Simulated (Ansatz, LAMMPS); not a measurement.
# Structural relaxation of glassy 58SiO2-12Al2O3-15BaO-15Li2O (mol %) (102 atoms)

How does glassy 58SiO2-12Al2O3-15BaO-15Li2O (mol %) (102 atoms) relax, and what do bonds, charges and levels look like afterwards?

Program: Ansatz 0.2.0. Level of theory: Kohn-Sham DFT, PBE, PAW (set soft_2), plane waves. Results are calculated unless marked as measured.

## (1) The structure

The cell holds 102 atoms: 19 Si, 8 Al, 5 Ba, 10 Li and 60 O. Its edges and angles: a = 10.930 Å, b = 10.930 Å, c = 10.930 Å, α = 90.0°, β = 90.0°, γ = 90.0°. 102 atoms (19 Si, 8 Al, 5 Ba, 10 Li, 60 O) placed at random at 2.98 g/cm³, melted at 4000 K for 10 ps at fixed volume with the Morse and Coulomb pair potential with partial charges (Pedone, Malavasi, Menziani, Cormack and Segre, J. Phys. Chem. B 110, 11780 (2006)). Quenched from 4000 K to 300 K at 10 K/ps and fixed volume, held 10 ps at zero pressure, then minimised at fixed cell.

Before any run, some limits are plain. The quench rate of 10 K/ps is orders of magnitude faster than experiment, which tends to freeze in extra defects. The starting topology of bonds comes from the classical model. Only the Γ point is sampled, in a cell whose shortest periodic width is 11 Å. No spin–orbit coupling is included, so levels derived from the heavy atoms are approximate.

## (2) How the cell was made

A classical potential makes the cell, at a small fraction of what the same run would cost in DFT.

This step: classical MD, Morse and Coulomb pair potential with partial charges (Pedone, Malavasi, Menziani, Cormack and Segre, J. Phys. Chem. B 110, 11780 (2006)) (LAMMPS 22 Jul 2025 - Update 4).

File in.lmp:

```
# melt-quench of Si19Al8Ba5Li10O60
units metal
atom_style charge
boundary p p p
region box block 0 11.1130 0 11.1130 0 11.1130
create_box 5 box
mass 1 28.0850   # Si
mass 2 26.9815   # Al
mass 3 137.3270   # Ba
mass 4 6.9400   # Li
mass 5 15.9990   # O
create_atoms 1 random 19 91000 NULL overlap 1.5 maxtry 2000
create_atoms 2 random 8 91007 NULL overlap 1.5 maxtry 2000
create_atoms 3 random 5 91014 NULL overlap 1.5 maxtry 2000
create_atoms 4 random 10 91021 NULL overlap 1.5 maxtry 2000
create_atoms 5 random 60 91028 NULL overlap 1.5 maxtry 2000
pair_style hybrid/overlay pedone 5.5 coul/long 8.0
pair_coeff * * coul/long
pair_coeff 1 5 pedone 0.340554 2.006700 2.100000 1   # Si-O
pair_coeff 2 5 pedone 0.361581 1.900442 2.164818 0.9   # Al-O
pair_coeff 3 5 pedone 0.065011 1.547596 3.393410 5   # Ba-O
pair_coeff 4 5 pedone 0.001114 3.429506 2.681360 1   # Li-O
pair_coeff 5 5 pedone 0.042395 1.379316 3.618701 22   # O-O
set type 1 charge 2.4
set type 2 charge 1.8
set type 3 charge 1.2
set type 4 charge 0.6
set type 5 charge -1.2
kspace_style pppm 1.0e-4
neigh_modify delay 0 every 1 check yes
thermo_style custom step time temp pe press density
thermo_modify norm yes
timestep 0.002
thermo 100
# [... 18 lines left out ...]
thermo 1666
fix md all npt temp 300 300 0.2 iso 0 0 2
run 5000 post no
unfix md
thermo 100
min_style cg
minimize 0 1e-3 2000 20000
write_dump all custom glass.dump id type xs ys zs modify sort id
```

The run is started by

```console
$ lmp -in in.lmp -log none -nocite
```

Numbers of over 12 decimals in the logs are rounded to 6 here.

Log:

```text
LAMMPS (22 Jul 2025 - Update 4)
Created orthogonal box = (0 0 0) to (11.113 11.113 11.113)
Created 19 atoms
Created 8 atoms
Created 5 atoms
Created 10 atoms
Created 60 atoms
PPPM initialization ...
  G vector (1/distance) = 0.38065548
  grid = 12 12 12
  estimated relative force accuracy = 5.8348786e-05
   Step          Time           Temp          PotEng         Press         Density
         0   0              0              1.3262175      780145.64      2.982977
       100   0.2            0             -13.688176     -1300.9845      2.982977
       103   0.206          0             -13.693636     -5563.0033      2.982977
Loop time of 0.062271 s on 1 MPI rank(s) for 103 steps with 102 atoms
Minimization stats:
  Stopping criterion = energy tolerance
  Energy initial, next-to-last, final =
      1.32621752251442   -13.692414176265  -13.6936363944378
  Force two-norm initial, final = 314.5542 2.1701242
  Iterations, force evaluations = 103 131
[... 12 lines left out ...]
[... 2 lines left out ...]
Loop time of 2.07051 s on 1 MPI rank(s) for 5000 steps with 102 atoms
   Step          Time           Temp          PotEng         Press         Density
[... 12 lines left out ...]
Loop time of 72.8158 s on 1 MPI rank(s) for 185000 steps with 102 atoms
   Step          Time           Temp          PotEng         Press         Density
[... 3 lines left out ...]
    194922   389.844        314.17997     -13.848091      1377.3469      3.0991098
    196000   392            299.20707     -13.845984      4482.8027      3.1352841
Loop time of 2.48253 s on 1 MPI rank(s) for 5000 steps with 102 atoms
   Step          Time           Temp          PotEng         Press         Density
    196000   392            299.20707     -13.845983      4483.1702      3.1352841
    196016   392.032        299.20707     -13.88695       869.84757      3.1352841
Loop time of 0.0291421 s on 1 MPI rank(s) for 16 steps with 102 atoms
Minimization stats:
  Stopping criterion = linesearch alpha is zero
  Energy initial, next-to-last, final =
     -13.8459828888507  -13.8869501375279  -13.8869501375279
  Force two-norm initial, final = 13.324899 0.59219808
  Iterations, force evaluations = 16 65
```

Wall time 78 s (1 thread of Arm Neoverse V2, shared host); peak memory 0.069 GiB.

## (3) Single point at the start

The forces at the start show how far the geometry lies from a minimum of this functional.

File input.yaml:

```yaml
crystal:
  lattice:
    - [10.93005, 0.0, 0.0]
    - [0.0, 10.93005, 0.0]
    - [0.0, 0.0, 10.93005]
  atoms:
    - { symbol: Si, position: [0.86596, 0.18102, 0.42704] }
    - { symbol: Si, position: [0.68332, 0.7616, 0.61943] }
    - { symbol: Si, position: [0.86736, 0.81508, 0.83372] }
    - { symbol: Si, position: [0.13851, 0.04873, 0.04405] }
    - { symbol: Si, position: [0.15943, 0.43631, 0.85398] }
    - { symbol: Si, position: [0.41116, 0.45552, 0.24031] }
    - { symbol: Si, position: [0.49506, 0.05141, 0.74719] }
    - { symbol: Si, position: [0.1964, 0.29011, 0.18538] }
    - { symbol: Si, position: [0.70878, 0.22554, 0.80263] }
    - { symbol: Si, position: [0.64382, 0.57841, 0.42625] }
    - { symbol: Si, position: [0.09917, 0.70276, 0.73163] }
    - { symbol: Si, position: [0.64431, 0.01472, 0.49328] }
    - { symbol: Si, position: [0.40177, 0.75831, 0.39148] }
    - { symbol: Si, position: [0.30885, 0.25767, 0.6779] }
    - { symbol: Si, position: [0.06908, 0.55515, 0.1874] }
    - { symbol: Si, position: [0.68057, 0.48468, 0.91186] }
    - { symbol: Si, position: [0.70833, 0.83791, 0.07189] }
    - { symbol: Si, position: [0.61453, 0.06072, 0.20151] }
    - { symbol: Si, position: [0.96231, 0.08463, 0.82206] }
    - { symbol: Al, position: [0.09692, 0.11705, 0.56677] }
    - { symbol: Al, position: [0.56458, 0.32319, 0.56324] }
    - { symbol: Al, position: [0.77944, 0.5956, 0.1767] }
    - { symbol: Al, position: [0.64396, 0.309, 0.31975] }
    - { symbol: Al, position: [0.02608, 0.98147, 0.31584] }
    - { symbol: Al, position: [0.20881, 0.5571, 0.4351] }
    - { symbol: Al, position: [0.29751, 0.60903, 0.03083] }
    - { symbol: Al, position: [0.29829, 0.86322, 0.86559] }
    - { symbol: Ba, position: [0.8845, 0.27906, 0.09456] }
    - { symbol: Ba, position: [0.34802, 0.08428, 0.368] }
    - { symbol: Ba, position: [0.90767, 0.46103, 0.6116] }
    - { symbol: Ba, position: [0.38638, 0.56888, 0.68877] }
    - { symbol: Ba, position: [0.44422, 0.25813, 0.98634] }
    - { symbol: Li, position: [0.13416, 0.30688, 0.46238] }
    - { symbol: Li, position: [0.51457, 0.75541, 0.8595] }
    - { symbol: Li, position: [0.43021, 0.86978, 0.11372] }
    - { symbol: Li, position: [0.53717, 0.62675, 0.04085] }
    - { symbol: Li, position: [0.792, 0.82484, 0.34255] }
    - { symbol: Li, position: [0.1177, 0.8249, 0.49017] }
    - { symbol: Li, position: [0.18848, 0.80865, 0.18516] }
    - { symbol: Li, position: [0.97661, 0.69136, 0.43144] }
    - { symbol: Li, position: [0.9373, 0.55829, 0.92493] }
    - { symbol: Li, position: [0.39839, 0.83793, 0.63624] }
    - { symbol: O, position: [0.72425, 0.65272, 0.52962] }
    - { symbol: O, position: [0.18932, 0.18675, 0.07759] }
    - { symbol: O, position: [0.1572, 0.22875, 0.30606] }
    - { symbol: O, position: [0.67202, 0.28816, 0.67749] }
    - { symbol: O, position: [0.04223, 0.70243, 0.60061] }
    - { symbol: O, position: [0.55534, 0.23484, 0.43274] }
    - { symbol: O, position: [0.70551, 0.5288, 0.05124] }
    - { symbol: O, position: [0.2093, 0.80018, 0.74436] }
    - { symbol: O, position: [0.6022, 0.46159, 0.49986] }
    - { symbol: O, position: [0.80653, 0.81535, 0.96589] }
    - { symbol: O, position: [0.68381, 0.32924, 0.90858] }
    - { symbol: O, position: [0.43094, 0.93136, 0.79619] }
    - { symbol: O, position: [0.2255, 0.96532, 0.96272] }
    - { symbol: O, position: [0.11255, 0.41021, 0.16869] }
    - { symbol: O, position: [0.57793, 0.8011, 0.02287] }
    - { symbol: O, position: [0.84591, 0.1788, 0.81549] }
    - { symbol: O, position: [0.74156, 0.75025, 0.1832] }
    - { symbol: O, position: [0.0887, 0.58268, 0.32988] }
    - { symbol: O, position: [0.1058, 0.002, 0.45962] }
    - { symbol: O, position: [0.23748, 0.19213, 0.5724] }
    - { symbol: O, position: [0.65705, 0.20043, 0.19775] }
    - { symbol: O, position: [0.03159, 0.40191, 0.90362] }
    - { symbol: O, position: [0.14422, 0.56822, 0.77882] }
    - { symbol: O, position: [0.22711, 0.333, 0.77265] }
    - { symbol: O, position: [0.96721, 0.84002, 0.33871] }
    - { symbol: O, position: [0.42776, 0.87765, 0.46706] }
    - { symbol: O, position: [0.33771, 0.33158, 0.18957] }
    - { symbol: O, position: [0.3864, 0.15275, 0.75528] }
    - { symbol: O, position: [0.91525, 0.09911, 0.31546] }
    - { symbol: O, position: [0.62071, 0.01243, 0.344] }
    - { symbol: O, position: [0.1595, 0.63963, 0.10947] }
    - { symbol: O, position: [0.29094, 0.69132, 0.47111] }
    - { symbol: O, position: [0.47964, 0.04994, 0.15168] }
    - { symbol: O, position: [0.73804, 0.55215, 0.32071] }
    - { symbol: O, position: [0.54735, 0.52462, 0.87928] }
    - { symbol: O, position: [0.33735, 0.72802, 0.93818] }
    [... 18 atom lines left out ...]
    - { symbol: O, position: [0.9061, 0.9523, 0.80283] }
    - { symbol: O, position: [0.69127, 0.87995, 0.53071] }
    - { symbol: O, position: [0.78791, 0.52694, 0.82897] }
    - { symbol: O, position: [0.99039, 0.73395, 0.82979] }
    - { symbol: O, position: [0.01737, 0.08235, 0.96181] }
    - { symbol: O, position: [0.16299, 0.45924, 0.54172] }
kpoints:
  mp_grid: { grid: [1, 1, 1] }
hamiltonian:
  xc: pbe
scf:
  occupations: { method: fixed }
output:
  forces: true
  stress: true
  populations: true
  dos:
    method: { smearing: { sigma: 0.08 } }
    de: 0.1
    projected: { site_lists: { Al: [Al], Ba: [Ba], Li: [Li], O: [O], Si: [Si] } }
  eigenvalues: true
```

The run is started by

```console
$ ansatz run input.yaml --threads 4 --pin off --max-ram 8192MiB --backend cpu --events-out ev --progress --plain --runs-dir out
```

Log:

```text
Engine: ansatz 0.2.0, aarch64-unknown-linux-gnu
Pseudopotentials: kind: paw
Pseudopotential: Si, paw, valence charge 4, recommended cutoff 420 eV (normal), Si.paw.azcp
Pseudopotential: Al, paw, valence charge 3, recommended cutoff 420 eV (normal), Al.paw.azcp
Pseudopotential: Ba, paw, valence charge 10, recommended cutoff 420 eV (normal), Ba.paw.azcp
Pseudopotential: Li, paw, valence charge 3, recommended cutoff 420 eV (normal), Li.paw.azcp
Pseudopotential: O, paw, valence charge 6, recommended cutoff 420 eV (normal), O.paw.azcp
[... 5 lines on functional and potentials left out ...]
Crystal: 102 atoms, lattice volume = 1305.769 Å³
Basis set: ecut = 420 eV, 25533 PW (Γ), exchange–correlation on 150×150×150 points (8 copies of the dense FFT grid, shifted against one another)
Bands: 372, of which v1, the nominal top of the filled ones, is band 270 counted from 1 (269 counted from 0)
Symmetry: 1 space group operations
Space group: P1 (ITA 1), of the structure as read, at distance tolerance 1.1e-4 Å
k-points: 1
[... 11 lines on functional and potentials left out ...]
Initial density: superposition of atomic densities (neutral atoms: chi_scale 0, normalization atom), corrected by the library's trained network
Initial wavefunctions: pseudopotential atomic-orbital guess
Functional: x = pbe(κ = 0.804, μ = 0.219515), c = pbe(β = 0.066725)
SCF iter   1: F=—  HF=-82345.111893 eV  |F-HF|=—  |Δ(HF+E_count)|=         —  Δρ=1.96e-3  dr2=6.25e-2  ethr=1.77e-3  ⟨swp⟩=5.0  Hψ=1444  notcnv=0  defer=98
preconditioner: auto → Resta (q_TF=auto, 2.355 Å⁻¹)  ε∞=3.3  [insulator: Δε(μ)=3.710 eV  Ē_g=15.361 eV  n_scr=256 (ndim 8)  ℏωp=23.2 eV  f_vac=0.080  ε∞_Penn≈3.3]
SCF iter   2: F=—  HF=-82345.116345 eV  |F-HF|=—  |Δ(HF+E_count)|=   4.45e-3  Δρ=1.06e-3  dr2=1.48e-2  ethr=1.16e-5  ⟨swp⟩=2.0  Hψ=627  notcnv=0  defer=100
SCF iter   3: F=—  HF=-82345.119549 eV  |F-HF|=—  |Δ(HF+E_count)|=   3.20e-3  Δρ=4.62e-4  dr2=4.33e-3  ethr=2.73e-6  ⟨swp⟩=2.0  Hψ=474  notcnv=0  defer=100
SCF iter   4: F=—  HF=-82345.120038 eV  |F-HF|=—  |Δ(HF+E_count)|=   4.89e-4  Δρ=1.51e-4  dr2=3.29e-4  ethr=8.03e-7  ⟨swp⟩=2.0  Hψ=474  notcnv=0  defer=100
SCF iter   5: F=—  HF=-82345.120093 eV  |F-HF|=—  |Δ(HF+E_count)|=   5.45e-5  Δρ=1.01e-4  dr2=1.13e-4  ethr=6.10e-8  ⟨swp⟩=2.0  Hψ=501  notcnv=0  defer=100
SCF iter   6: F=—  HF=-82345.120086 eV  |F-HF|=—  |Δ(HF+E_count)|=   7.11e-6  Δρ=2.32e-5  dr2=7.19e-6  ethr=2.09e-8  ⟨swp⟩=2.0  Hψ=501  notcnv=0  defer=97
SCF iter   7: F=—  HF=-82345.118556 eV  |F-HF|=—  |Δ(HF+E_count)|=   1.53e-3  Δρ=1.10e-5  dr2=1.40e-6  ethr=1.33e-9  ⟨swp⟩=2.0  Hψ=642  notcnv=0  defer=97
SCF iter   8: F=—  HF=-82345.118557 eV  |F-HF|=—  |Δ(HF+E_count)|=   9.60e-7  Δρ=5.78e-6  dr2=3.74e-7  ethr=2.59e-10  ⟨swp⟩=2.0  Hψ=519  notcnv=0  defer=97
SCF iter   9: F=-82345.118557 eV  HF=-82345.118557 eV  |F-HF|=1.82e-8  |Δ(HF+E_count)|=   1.53e-7  Δρ=1.45e-6  dr2=2.96e-8  ethr=1.85e-11  ⟨swp⟩=21.0  Hψ=3065  notcnv=0
SCF 1 converged in 9 iterations: F = -82345.118557 eV  dr2 = 2.96e-8
  greatest PAW one-centre occupation: 1.000 electrons in one spin orbital (limit 2), on the Li atom at site 32 (counted from 0), in its partial waves of l = 0
SCF converged after 9 iterations
Free energy (F): -82345.118557 eV
Harris-Foulkes:  -82345.118557 eV  (|F-HF|=1.82e-8)
Internal energy: -82345.118557 eV  (E = F + TS)
E sigma→0 (E₀):  -82345.118557 eV
Fermi energy:    4.956933 eV
--- Per-component energies (eV) ---
  E_band       = -2418.318104
  E_kinetic    = 12868.757342
  E_local      = -31310.149551  (includes V_loc(G=0)·N_el)
  E_nonlocal   = 3387.698794
  E_hartree    = 11457.710040
  E_xc         = -6818.945758
  E_vxc        = -7686.914723  (∫ρ·V_xc dr)
  E_paw        = -49365.704571  (= ΣΔE_a)
  E_vpaw       = -2593.281478  (= ΣTr[D̂ρ^β])
  E_aug_tail   = 0.153447  (compensation charges beyond the density's cutoff)
  E_ewald      = -22564.638300
  E_smearing   = -0.000000  (= −TS)
  E_closure    = -0.000000  (closes the sum)
  Σ components = -82345.118557   (vs F -82345.118557, Δ=0.00e0)
--- Forces (eV/Å), atoms counted from 1 ---
  atom   1  Si    -0.84366144    -1.41945287    -0.81806768
  atom   2  Si    -1.30178023     0.75800491    -0.08746552
  atom   3  Si     0.25539218     0.99221690     0.09752047
  atom   4  Si    -0.44346856     0.36316294     0.42098780
  atom   5  Si     0.10215560     1.15414447     0.39148721
  atom   6  Si    -1.75244620     0.10732855     0.63360778
  atom   7  Si     1.21798772     1.74926114    -1.27785360
  atom   8  Si    -0.17254556     0.82505715     0.62385990
  atom   9  Si    -1.46724725     0.39088088    -0.58058137
  atom  10  Si    -2.47025232     1.72522114     0.28668916
  atom  11  Si    -0.22333224    -0.10052134     0.50709425
  atom  12  Si     0.66591490     0.87455112    -0.33411990
  atom  13  Si     0.21928702    -0.79192208    -0.04247540
  atom  14  Si     1.33102885     0.22168822     0.61961346
[...]
atom 101  O     -0.73661378     0.78147261     0.48407107
  atom 102  O     -1.11938074    -1.21071064     1.25967101
  max |Σ_I F_I| component: 4.77e-5 eV/Å
--- Stress (GPa, compression-positive) ---
        6.083632       0.843594       0.355757
        0.843590       6.953370       0.071508
        0.355755       0.071507       6.302182
  P = ⅓ Tr σ = 6.4464 GPa (64.464 kbar)
--- Band table (eV) ---
  k-point 0: bands = ["-39.2887", "-39.2694", "-39.2048", "-39.1929", [... 356 levels ...], "13.9021", "13.9242", "13.9640", "14.0057", "14.0321", "14.0873", "14.1042", "14.1244", "14.1539", "14.2193", "14.2406", "14.2519"]
--- Löwdin populations: 102 sites ---
  site symbol       q [e]
     0     Si      2.2973
     1     Si      2.2601
     2     Si      2.2088
[...]
101      O      7.0754
  spilling = 0.012359 (of n_electrons = 540.000000)
```

Elapsed: 20 s, on 4 threads of Arm Neoverse V2, shared host; peak memory 1.7 GiB; 78 s of CPU time.

The run gave:

```yaml
free_energy: -82345.1186 eV
free_energy_per_atom: -807.3051 eV/atom
scf_cycles: 9
pressure: 6.446 GPa
r_m_s_force_component: 0.8934 eV/Å
longest_force: 3.027 eV/Å
fermi_energy: 4.957 eV
spacing_of_highest_filled_and_lowest_empty_level: 3.627 eV
spilling_of_the_projection: 0.01236
```

The r.m.s. force component of 0.89 eV/Å and the pressure of 6.4 GPa set the starting point.

Length of the force by element:

| element | coordination | atoms | mean length of the force (eV/Å) | spread | least | most |
| --- | --- | --- | --- | --- | --- | --- |
| Al | all | 8 | 1.43 | 0.389 | 0.857 | 2.00 |
| Ba | all | 5 | 0.546 | 0.159 | 0.306 | 0.747 |
| Li | all | 10 | 0.674 | 0.281 | 0.280 | 1.14 |
| O | all | 60 | 1.60 | 0.604 | 0.547 | 2.91 |
| Si | all | 19 | 1.37 | 0.649 | 0.563 | 3.03 |

(Part 1 of 3 ends here.)

[Logs are printed without paths, hosts, clocks, repeated set-up lines and the standing remarks that a program may print on its own settings, such as how far it seeks lower states.]

[Hosts, paths, dates, database ids (printed as entryN), source tags and the programs' standing remarks are cut or masked in the printed files.]
